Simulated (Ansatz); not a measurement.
## AgB: relaxing a made-up structure

Starting from a made-up structure for AgB, the aim is the relaxed cell, its shortest contacts and, where a second run follows, its electronic structure.

Program: Ansatz 0.2.0. Level of theory: DFT, PBE, plane-wave PAW, files of the set soft_1, scalar-relativistic, no spin, cell and ions relaxed at zero pressure; PAW set soft_1, in the first sound run; inputs show where later runs differ. Results are calculated unless marked as measured.

### Step 1. The starting structure

Symmetry: R-3m, No. 166, trigonal system. The conventional cell has a = 2.642 Å, b = 2.642 Å, c = 23.412 Å, α = 90.00°, β = 90.00°, γ = 120.00°. Nearest to Ag lie 3 B at 2.43 Å and 9 Ag at 2.46 to 2.64 Å. B has 3 Ag at 2.43 Å nearest. Farther neighbours are not listed.

Coordinates:

```cif
data_structure
_symmetry_space_group_name_H-M 'P 1'
_symmetry_Int_Tables_number 1
_cell_length_a 7.9517
_cell_length_b 7.9517
_cell_length_c 7.9517
_cell_angle_alpha 19.126
_cell_angle_beta 19.126
_cell_angle_gamma 19.126
_cell_volume 47.18
loop_
_atom_site_label
_atom_site_type_symbol
_atom_site_fract_x
_atom_site_fract_y
_atom_site_fract_z
_atom_site_occupancy
Ag1 Ag 0.12533 0.12533 0.12533 1
Ag2 Ag 0.87467 0.87467 0.87467 1
B3 B 0.62217 0.62217 0.62217 1
B4 B 0.37783 0.37783 0.37783 1
```

### Step 2. Relaxation of the guess

The guess takes its coordinates from another compound and its volume from a rule, so the cell and any free coordinates are relaxed together.

input.yaml reads:

```yaml
crystal:
  lattice:
    - [1.321, 0.762679706, 7.804]
    - [-1.321, 0.762679706, 7.804]
    - [0.0, -1.525359411, 7.804]
  atoms:
    - { symbol: Ag, position: [0.12533334, 0.12533334, 0.12533334] }
    - { symbol: Ag, position: [0.87466666, 0.87466666, 0.87466666] }
    - { symbol: B, position: [0.622166673, 0.622166673, 0.622166673] }
    - { symbol: B, position: [0.377833327, 0.377833327, 0.377833327] }
kpoints:
  mp_grid: { grid: [12, 12, 12] }
scf:
  occupations: { method: fermi_dirac, width: 0.05 }
hamiltonian:
  xc: pbe
  pseudopotentials: { kind: paw, azcp: { folder: soft_1 } }
relax:
  f_tol: 0.015
  max_steps: 70
  cell: {}
output:
  forces: true
  stress: true
```

On the command line:

```
> ansatz run input.yaml --threads 4 --pin off --max-ram 10240MiB --backend cpu --events-out ev --progress --plain --runs-dir out
```

Numbers of over 12 decimals in the logs are rounded to 6 here.

Output:

```text
basis.fft_grid_basis auto: the FFT boxes are laid along the combinations [[1, 0, -1], [0, 1, -1], [0, 0, 1]] of the cell's own vectors, 2.642, 2.642 and 7.952 Å long. The dense box has 18×18×54 points. Along the cell's own vectors, as sized, it would have 54×54×54, 9.00 times as many. Of the 12 symmetry operations that the crystal satisfies within crystal.symmetry.tolerance (time reversal apart; of a slab, those that [...]
Engine: ansatz 0.2.0, x86_64-unknown-linux-gnu
Pseudopotentials: kind: paw
Pseudopotential: Ag, paw, valence charge 19, recommended cutoff 420 eV (normal), soft_1/Ag.paw.azcp
Pseudopotential: B, paw, valence charge 3, recommended cutoff 420 eV (normal), soft_1/B.paw.azcp
Functional definition: PBE
  parameter kappa = 0.804
  parameter beta = 0.066725
  exchange = pbe_x(kappa = kappa, mu = beta*pi^2/3)
  correlation = pbe_c(beta = beta)
Crystal: 4 atoms, lattice volume = 47.175 Å³
Basis set: ecut = 420 eV, 951 PW (Γ), FFT grids on a1−a3, a2−a3, a3, exchange–correlation on 36×36×108 points (8 copies of the dense FFT grid, shifted against one another)
Bands: 27, of which v1, the nominal top of the filled ones, is band 22 counted from 1 (21 counted from 0)
Symmetry: 12 space group operations
Space group: R-3m (ITA 166), of the structure as read, at distance tolerance 3.6e-5 Å
k-points: 189 of 1728
Non-local potential: Ag, projectors of the file, l = 0: 3, l = 1: 2, l = 2: 2, l = 3: 1
Non-local potential: B, projectors of the file, l = 0: 2, l = 1: 2, l = 2: 1
PAW form: soft (Blöchl's): semilocal exchange-correlation on the pseudo side does not see the compensation charge
PAW one-centre angular grid: Ag, 590 points (default); XC on 64 Gauss nodes
PAW one-centre angular grid: B, 110 points (default); XC on 64 Gauss nodes
Initial density: superposition of atomic densities (chi_scale 0.1, normalization cell, long waves kept (reshape's long-wave potential 0.16 eV rms))
Initial wavefunctions: pseudopotential atomic-orbital guess
Functional: x = pbe(κ = 0.804, μ = 0.219515), c = pbe(β = 0.066725)
SCF iter   1: F=—  HF=-15486.679740 eV  |F-HF|=—  |Δ(HF+E_count)|=         —  Δρ=9.11e-2  dr2=6.83e0  ethr=3.10e-3  ⟨swp⟩=4.9  Hψ=18412  notcnv=0
preconditioner: auto → none  [metal: Δε(μ)=0.009 eV  Ē_g=8.133 eV  σ=0.050 eV  W_gap=0.04  n_scr=6 (ndim 8)  ℏωp=28.6 eV  f_vac=0.000  D(μ)=1.64/eV (n_scr^D=6)  sad-step TF]
SCF iter   2: F=—  HF=-15486.005410 eV  |F-HF|=—  |Δ(HF+E_count)|=   6.74e-1  Δρ=5.07e-2  dr2=2.99e0  ethr=3.10e-3  ⟨swp⟩=2.8  Hψ=9635  notcnv=0  defer=55
SCF iter   3: F=—  HF=-15485.670231 eV  |F-HF|=—  |Δ(HF+E_count)|=   3.35e-1  Δρ=2.02e-2  dr2=4.81e-1  ethr=3.10e-3  ⟨swp⟩=2.5  Hψ=7341  notcnv=0  defer=73
SCF iter   4: F=—  HF=-15485.561894 eV  |F-HF|=—  |Δ(HF+E_count)|=   1.08e-1  Δρ=3.92e-3  dr2=3.41e-2  ethr=1.09e-3  ⟨swp⟩=2.1  Hψ=9790  notcnv=0  defer=80
SCF iter   5: F=—  HF=-15485.558791 eV  |F-HF|=—  |Δ(HF+E_count)|=   3.10e-3  Δρ=1.07e-3  dr2=8.34e-4  ethr=7.76e-5  ⟨swp⟩=2.7  Hψ=7467  notcnv=0  defer=80
SCF iter   6: F=—  HF=-15485.558840 eV  |F-HF|=—  |Δ(HF+E_count)|=   4.83e-5  Δρ=4.60e-4  dr2=6.62e-5  ethr=1.90e-6  ⟨swp⟩=2.0  Hψ=7564  notcnv=0  defer=80
SCF iter   7: F=—  HF=-15485.558898 eV  |F-HF|=—  |Δ(HF+E_count)|=   5.86e-5  Δρ=8.36e-5  dr2=2.41e-6  ethr=1.50e-7  ⟨swp⟩=2.2  Hψ=7918  notcnv=0  defer=80
SCF iter   8: F=-15485.558899 eV  HF=-15485.558899 eV  |F-HF|=5.17e-9  |Δ(HF+E_count)|=   5.42e-7  Δρ=7.70e-6  dr2=1.84e-8  ethr=2.27e-10  ⟨swp⟩=3.0  Hψ=21368  notcnv=0
SCF 1 converged in 8 iterations: F = -15485.558899 eV  dr2 = 1.84e-8
  greatest PAW one-centre occupation: 1.001 electrons in one spin orbital (limit 2), on the Ag atom at site 1 (counted from 0), in its partial waves of l = 0
relax step   1: F+E_penalty+E_count = -15485.55889868 eV  Δ(F+E_penalty+E_count) = +0.000e0 eV  max|allowed force component| = 6.042e0 eV/Å  Δτ_max = 0.0000 Å  P = +31.247 GPa  Ω = 47.175 Å³  (8 SCF iters, dr2 threshold 1.00e-7 eV, accepted)
Crystal: 4 atoms, lattice volume = 50.238 Å³
Basis set: ecut = 420 eV, 985 PW (Γ), FFT grids on a1−a3, a2−a3, a3, exchange–correlation on 36×36×108 points (8 copies of the dense FFT grid, shifted against one another)
Initial density: handed on by an earlier stage of this run
Initial wavefunctions: those handed on with the density
iter 1 solved again at ethr=2.48e-4 eV; its pass at ethr=3.10e-3 eV (dr2=1.09e-1 eV) is discarded
SCF iter   1: F=—  HF=-15488.066745 eV  |F-HF|=—  |Δ(HF+E_count)|=         —  Δρ=1.59e-2  dr2=1.08e-1  ethr=2.48e-4  ⟨swp⟩=1.0  Hψ=24974  notcnv=0
preconditioner: auto → Kerker (q_TF=auto, 2.669 Å⁻¹)  [metal: Δε(μ)=0.032 eV  Ē_g=8.655 eV  σ=0.050 eV  W_gap=0.16  n_scr=12 (ndim 8)  ℏωp=27.7 eV  f_vac=0.000  D(μ)=1.24/eV (n_scr^D=4)]
SCF iter   2: F=—  HF=-15488.053456 eV  |F-HF|=—  |Δ(HF+E_count)|=   1.33e-2  Δρ=9.68e-3  dr2=4.03e-2  ethr=2.46e-4  ⟨swp⟩=2.0  Hψ=5987  notcnv=0
SCF iter   3: F=—  HF=-15488.047250 eV  |F-HF|=—  |Δ(HF+E_count)|=   6.21e-3  Δρ=1.33e-3  dr2=7.28e-4  ethr=9.16e-5  ⟨swp⟩=2.0  Hψ=8694  notcnv=0
SCF iter   4: F=—  HF=-15488.047176 eV  |F-HF|=—  |Δ(HF+E_count)|=   7.40e-5  Δρ=5.03e-4  dr2=1.77e-4  ethr=1.65e-6  ⟨swp⟩=2.0  Hψ=8687  notcnv=0
SCF iter   5: F=—  HF=-15488.047181 eV  |F-HF|=—  |Δ(HF+E_count)|=   5.09e-6  Δρ=1.33e-4  dr2=8.54e-6  ethr=4.03e-7  ⟨swp⟩=2.8  Hψ=7654  notcnv=0
SCF iter   6: F=—  HF=-15488.047180 eV  |F-HF|=—  |Δ(HF+E_count)|=   5.65e-7  Δρ=3.42e-5  dr2=6.76e-7  ethr=1.94e-8  ⟨swp⟩=2.1  Hψ=7616  notcnv=0
SCF iter   7: F=-15488.047180 eV  HF=-15488.047180 eV  |F-HF|=1.27e-8  |Δ(HF+E_count)|=   1.52e-8  Δρ=5.46e-6  dr2=2.50e-8  ethr=9.09e-10  ⟨swp⟩=4.0  Hψ=15396  notcnv=0
SCF 2 converged in 7 iterations: F = -15488.047180 eV  dr2 = 2.50e-8
  greatest PAW one-centre occupation: 1.002 electrons in one spin orbital (limit 2), on the Ag atom at site 1 (counted from 0), in its partial waves of l = 0
relax step   2: F+E_penalty+E_count = -15488.04718005 eV  Δ(F+E_penalty+E_count) = -2.488e0 eV  max|allowed force component| = 2.115e0 eV/Å  Δτ_max = 0.1995 Å  P = +0.817 GPa  Ω = 50.238 Å³  energy of the carried Pulay correction = -3.109e-3 eV  (7 SCF iters, dr2 threshold 4.00e-7 eV, accepted)
Crystal: 4 atoms, lattice volume = 48.715 Å³
Basis set: ecut = 420 eV, 955 PW (Γ), FFT grids on a1−a3, a2−a3, a3, exchange–correlation on 36×36×108 points (8 copies of the dense FFT grid, shifted against one another)
iter 1 solved again at ethr=1.96e-3 eV; its pass at ethr=3.10e-3 eV (dr2=8.63e-1 eV) is discarded
SCF iter   1: F=—  HF=-15489.397369 eV  |F-HF|=—  |Δ(HF+E_count)|=         —  Δρ=2.07e-2  dr2=8.66e-1  ethr=1.96e-3  ⟨swp⟩=1.0  Hψ=25273  notcnv=0
preconditioner: auto → Kerker (q_TF=auto, 2.682 Å⁻¹)  [metal: Δε(μ)=0.007 eV  Ē_g=8.880 eV  σ=0.050 eV  W_gap=0.03  n_scr=12 (ndim 8)  ℏωp=28.2 eV  f_vac=0.000  D(μ)=1.59/eV (n_scr^D=4)]
SCF iter   2: F=—  HF=-15489.298844 eV  |F-HF|=—  |Δ(HF+E_count)|=   9.85e-2  Δρ=1.21e-2  dr2=3.40e-1  ethr=1.96e-3  ⟨swp⟩=2.0  Hψ=5871  notcnv=0
SCF iter   3: F=—  HF=-15489.232763 eV  |F-HF|=—  |Δ(HF+E_count)|=   6.61e-2  Δρ=4.13e-3  dr2=3.68e-2  ethr=7.73e-4  ⟨swp⟩=2.0  Hψ=7247  notcnv=0  defer=33
SCF iter   4: F=—  HF=-15489.227171 eV  |F-HF|=—  |Δ(HF+E_count)|=   5.59e-3  Δρ=1.62e-3  dr2=1.89e-3  ethr=8.36e-5  ⟨swp⟩=2.0  Hψ=6414  notcnv=0  defer=49
SCF iter   5: F=—  HF=-15489.226838 eV  |F-HF|=—  |Δ(HF+E_count)|=   3.34e-4  Δρ=3.78e-4  dr2=3.02e-4  ethr=4.30e-6  ⟨swp⟩=2.1  Hψ=7727  notcnv=0  defer=49
SCF iter   6: F=—  HF=-15489.226801 eV  |F-HF|=—  |Δ(HF+E_count)|=   3.62e-5  Δρ=1.04e-4  dr2=1.35e-5  ethr=6.87e-7  ⟨swp⟩=1.9  Hψ=5348  notcnv=0  defer=49
SCF iter   7: F=—  HF=-15489.226800 eV  |F-HF|=—  |Δ(HF+E_count)|=   1.44e-6  Δρ=2.11e-5  dr2=6.25e-7  ethr=3.06e-8  ⟨swp⟩=2.0  Hψ=6262  notcnv=0  defer=49
SCF iter   8: F=-15489.226800 eV  HF=-15489.226800 eV  |F-HF|=1.28e-9  |Δ(HF+E_count)|=   1.51e-8  Δρ=5.29e-6  dr2=9.99e-9  ethr=9.09e-10  ⟨swp⟩=4.0  Hψ=15072  notcnv=0
SCF 3 converged in 8 iterations: F = -15489.226800 eV  dr2 = 9.99e-9
relax step   3: F+E_penalty+E_count = -15489.22679995 eV  Δ(F+E_penalty+E_count) = -1.180e0 eV  max|allowed force component| = 2.061e0 eV/Å  Δτ_max = 0.1974 Å  P = +0.810 GPa  Ω = 48.715 Å³  energy of the carried Pulay correction = -1.588e-3 eV  (8 SCF iters, dr2 threshold 4.00e-7 eV, accepted)
[... from here on, the SCF cycles and remarks between the steps are left out ...]
relax step   4: F+E_penalty+E_count = -15489.92882987 eV  Δ(F+E_penalty+E_count) = -7.020e-1 eV  max|allowed force component| = 1.527e0 eV/Å  Δτ_max = 0.1942 Å  P = +5.616 GPa  Ω = 48.068 Å³  energy of the carried Pulay correction = -9.272e-4 eV  (9 SCF iters, dr2 threshold 4.00e-7 eV, accepted)
relax step   5: F+E_penalty+E_count = -15490.73888619 eV  Δ(F+E_penalty+E_count) = -8.101e-1 eV  max|allowed force component| = 1.641e0 eV/Å  Δτ_max = 0.1950 Å  P = +5.669 GPa  Ω = 49.372 Å³  energy of the carried Pulay correction = -2.250e-3 eV  (8 SCF iters, dr2 threshold 4.00e-7 eV, accepted)
relax step   6: F+E_penalty+E_count = -15491.32472723 eV  Δ(F+E_penalty+E_count) = -5.858e-1 eV  max|allowed force component| = 4.725e-1 eV/Å  Δτ_max = 0.1937 Å  P = +2.935 GPa  Ω = 50.596 Å³  energy of the carried Pulay correction = -3.460e-3 eV  (6 SCF iters, dr2 threshold 4.00e-7 eV, accepted)
relax step   7: F+E_penalty+E_count = -15491.45025310 eV  Δ(F+E_penalty+E_count) = -1.255e-1 eV  max|allowed force component| = 3.004e-1 eV/Å  Δτ_max = 0.0474 Å  P = -6.487 GPa  Ω = 52.745 Å³  energy of the carried Pulay correction = -5.513e-3 eV  (6 SCF iters, dr2 threshold 4.00e-7 eV, accepted)
relax step   8: F+E_penalty+E_count = -15491.52710888 eV  Δ(F+E_penalty+E_count) = -7.686e-2 eV  max|allowed force component| = 4.159e-2 eV/Å  Δτ_max = 0.0481 Å  P = -1.233 GPa  Ω = 50.292 Å³  energy of the carried Pulay correction = -3.162e-3 eV  (7 SCF iters, dr2 threshold 4.00e-7 eV, accepted)
relax step   9: F+E_penalty+E_count = -15491.52984668 eV  Δ(F+E_penalty+E_count) = -2.738e-3 eV  max|allowed force component| = 8.437e-3 eV/Å  Δτ_max = 0.0083 Å  P = +0.025 GPa  Ω = 49.772 Å³  energy of the carried Pulay correction = -2.649e-3 eV  (6 SCF iters, dr2 threshold 4.00e-7 eV, accepted)
relax step  10: F+E_penalty+E_count = -15491.55614618 eV  Δ(F+E_penalty+E_count) = -2.630e-2 eV  max|allowed force component| = 7.725e-3 eV/Å  Δτ_max = 0.0000 Å  P = +0.725 GPa  Ω = 49.772 Å³  stress off target by 1.14e0 GPa  SCF on the basis re-selected at this cell (its energy is not comparable with the rows above)  (7 SCF iters)
relax step  11: F+E_penalty+E_count = -15491.55760255 eV  Δ(F+E_penalty+E_count) = -1.456e-3 eV  max|allowed force component| = 1.999e-3 eV/Å  Δτ_max = 0.0006 Å  P = +0.116 GPa  Ω = 49.910 Å³  energy of the carried Pulay correction = -1.064e-4 eV  (5 SCF iters, dr2 threshold 4.00e-7 eV, accepted)
relax step  12: F+E_penalty+E_count = -15491.55765338 eV  Δ(F+E_penalty+E_count) = -5.083e-5 eV  max|allowed force component| = 6.627e-4 eV/Å  Δτ_max = 0.0007 Å  P = -0.014 GPa  Ω = 49.936 Å³  energy of the carried Pulay correction = -1.260e-4 eV  (5 SCF iters, dr2 threshold 1.03e-7 eV, accepted)
iter 1 solved again at ethr=3.22e-9 eV; its pass at ethr=3.10e-3 eV (dr2=1.42e-6 eV) is discarded
SCF iter   1: F=—  HF=-15491.557827 eV  |F-HF|=—  |Δ(HF+E_count)|=         —  Δρ=5.03e-5  dr2=5.19e-8  ethr=3.22e-9  ⟨swp⟩=3.3  Hψ=32137  notcnv=0
SCF iter   2: F=—  HF=-15491.557813 eV  |F-HF|=—  |Δ(HF+E_count)|=   1.41e-5  Δρ=2.58e-5  dr2=1.45e-8  ethr=1.18e-10  ⟨swp⟩=2.0  Hψ=7674  notcnv=0
SCF iter   3: F=—  HF=-15491.557814 eV  |F-HF|=—  |Δ(HF+E_count)|=   1.05e-6  Δρ=2.90e-6  dr2=1.12e-9  ethr=3.30e-11  ⟨swp⟩=2.0  Hψ=7692  notcnv=0
SCF iter   4: F=—  HF=-15491.557814 eV  |F-HF|=—  |Δ(HF+E_count)|=   8.43e-9  Δρ=5.84e-7  dr2=1.72e-10  ethr=2.54e-12  ⟨swp⟩=3.0  Hψ=9571  notcnv=0
SCF iter   5: F=-15491.557814 eV  HF=-15491.557814 eV  |F-HF|=1.82e-12  |Δ(HF+E_count)|=  2.29e-10  Δρ=1.43e-7  dr2=1.17e-11  ethr=1.00e-12  ⟨swp⟩=4.0  Hψ=16571  notcnv=0
SCF 13 converged in 5 iterations: F = -15491.557814 eV  dr2 = 1.17e-11
relax step  13: F+E_penalty+E_count = -15491.55781398 eV  Δ(F+E_penalty+E_count) = -1.606e-4 eV  max|allowed force component| = 7.181e-4 eV/Å  Δτ_max = 0.0000 Å  P = -0.014 GPa  Ω = 49.936 Å³  stress off target by 3.60e-2 GPa  SCF on the basis re-selected at this cell (its energy is not comparable with the rows above)  (5 SCF iters)
basis re-selected at this cell: Δ(F+E_penalty+E_count) = -1.606e-4 eV, ΔP = -0.001 GPa vs the last step (what re-selecting the basis moved, of the pressure what is left beyond the Pulay correction that the steps carried, after the strain that the cell walked since its last selection, with what the two solves' SCF thresholds leave and, on support functions, any second-order correction that the steps lacked; it is no m [...]
SCF converged after 5 iterations
Free energy (F): -15491.557814 eV
Harris-Foulkes:  -15491.557814 eV  (|F-HF|=1.82e-12)
Internal energy: -15491.543350 eV  (E = F + TS)
E sigma→0 (E₀):  -15491.550582 eV
Entropy (-TS):   -0.014464 eV (-3.616 meV/atom)
Fermi energy:    14.161906 eV
--- Per-component energies (eV) ---
  E_band       = -529.884947
  E_kinetic    = 1027.892701
  E_local      = -5145.463724  (includes V_loc(G=0)·N_el)
  E_nonlocal   = 81.617520
  E_hartree    = 2493.622352
  E_xc         = -381.698506
  E_vxc        = -477.162360  (∫ρ·V_xc dr)
  E_paw        = -8066.586518  (= ΣΔE_a)
  E_vpaw       = -1004.014747  (= ΣTr[D̂ρ^β])
  E_aug_tail   = 0.000801  (compensation charges beyond the density's cutoff)
  E_ewald      = -5500.927976
  E_smearing   = -0.014464  (= −TS)
  E_closure    = 0.000000  (closes the sum)
  Σ components = -15491.557814   (vs F -15491.557814, Δ=0.00e0)
--- Forces (eV/Å), atoms counted from 1 ---
  atom   1  Ag     0.00000000    -0.00000000    -0.00071807
  atom   2  Ag    -0.00000000     0.00000000     0.00071807
  atom   3  B      0.00000000     0.00000000     0.00020449
  atom   4  B      0.00000000    -0.00000000    -0.00020449
  max |Σ_I F_I| component: 4.63e-18 eV/Å
--- Stress (GPa, compression-positive) ---
       -0.003357       0.000000       0.000000
        0.000000      -0.003357      -0.000000
        0.000000      -0.000000      -0.035982
  P = ⅓ Tr σ = -0.0142 GPa (-0.142 kbar)
--- Relaxed structure (11 steps of the walk, 11 accepted, 2 SCFs on fresh bases) ---
  F+E_penalty+E_count = -15491.55781398 eV   max|allowed force component| = 7.181e-4 eV/Å   (the final SCF, on the basis selected at the relaxed cell)
  cell:  # Å, volume = 49.9359 Å³
    - [1.503903, 0.868279, 6.373564]
    - [-1.503903, 0.868279, 6.373564]
    - [0, -1.736558, 6.373564]
  atoms:
    - { symbol: Ag, position: [0.105469, 0.105469, 0.105469] }
    - { symbol: Ag, position: [0.894531, 0.894531, 0.894531] }
    - { symbol: B, position: [0.666627, 0.666627, 0.666627] }
    - { symbol: B, position: [0.333373, 0.333373, 0.333373] }
```

Elapsed: 30 s, on 4 threads of Intel Xeon Platinum 8375C at 2.90GHz (Ice Lake), shared host; peak memory 0.66 GiB; 1.8 min of CPU time.

Step by step:

```
step  energy less that of the first step (eV)  largest force component (eV/Å)  pressure (GPa)  volume (Å³)
   1                                   0.0000                          6.0423           31.25        47.18
   2                                  -2.4883                          2.1148            0.82        50.24
   3                                  -3.6679                          2.0606            0.81        48.72
   4                                  -4.3699                          1.5268            5.62        48.07
   5                                  -5.1800                          1.6410            5.67        49.37
   6                                  -5.7658                          0.4725            2.93        50.60
   7                                  -5.8914                          0.3004           -6.49        52.74
   8                                  -5.9682                          0.0416           -1.23        50.29
   9                                  -5.9709                          0.0084            0.03        49.77
 10*                                  -5.9972                          0.0077            0.72        49.77
  11                                  -5.9987                          0.0020            0.12        49.91
  12                                  -5.9988                          0.0007           -0.01        49.94
 13*                                  -5.9989                          0.0007           -0.01        49.94
```

Relaxation steps marked * repeat the geometry before them on a plane-wave basis chosen anew for their cell, so energy and pressure can jump there.

The run keeps the 12 symmetry operations that it works with, so distortions that break them were not tested.

```
     cell as run  before  after   change
           a (Å)   7.952  6.606  -16.9 %
           b (Å)   7.952  6.606  -16.9 %
           c (Å)   7.952  6.606  -16.9 %
           α (°)   19.13  26.32  +37.6 %
           β (°)   19.13  26.32  +37.6 %
           γ (°)   19.13  26.32  +37.6 %
volume (Å³/atom)   11.79  12.48   +5.9 %
```

The atoms that moved most (Å, as changes of fractional coordinates times the final cell):

```
atom     dx     dy      dz  length
  B4  0.000  0.000  -0.850   0.850
  B3  0.000  0.000   0.850   0.850
 Ag2  0.000  0.000   0.380   0.380
 Ag1  0.000  0.000  -0.380   0.380
```

The relaxed structure:

```cif
data_structure
_symmetry_space_group_name_H-M 'P 1'
_symmetry_Int_Tables_number 1
_cell_length_a 6.6059
_cell_length_b 6.6059
_cell_length_c 6.6059
_cell_angle_alpha 26.319
_cell_angle_beta 26.319
_cell_angle_gamma 26.319
_cell_volume 49.94
loop_
_atom_site_label
_atom_site_type_symbol
_atom_site_fract_x
_atom_site_fract_y
_atom_site_fract_z
_atom_site_occupancy
Ag1 Ag 0.10547 0.10547 0.10547 1
Ag2 Ag 0.89453 0.89453 0.89453 1
B3 B 0.66663 0.66663 0.66663 1
B4 B 0.33337 0.33337 0.33337 1
```

Numbers from this step:

```yaml
free_energy: -15491.5578 eV
energy_at_zero_smearing: -15491.5506 eV
smearing_term_ts: 0.01446 eV
fermi_energy: 14.16 eV
electrons: 44
symmetry_operations: 12
pressure: -0.01423 GPa
```

Shortest distances by pair of elements, guess and relaxed (not always the same contact):

```
 pair  guess (Å)  relaxed (Å)
  B–B      2.582        1.737
 Ag–B      2.431        2.661
Ag–Ag      2.464        2.914
```

The relaxation ends with a largest force component of 7.2e-4 eV/Å and a pressure of -0.01 GPa.

(Part 1 of 2 ends here.)

[Logs are printed without paths, hosts, clocks, repeated set-up lines and the standing remarks that a program may print on its own settings, such as how far it seeks lower states.]

[Hosts, paths, dates, database ids (printed as entryN), source tags and the programs' standing remarks are cut or masked in the printed files.]
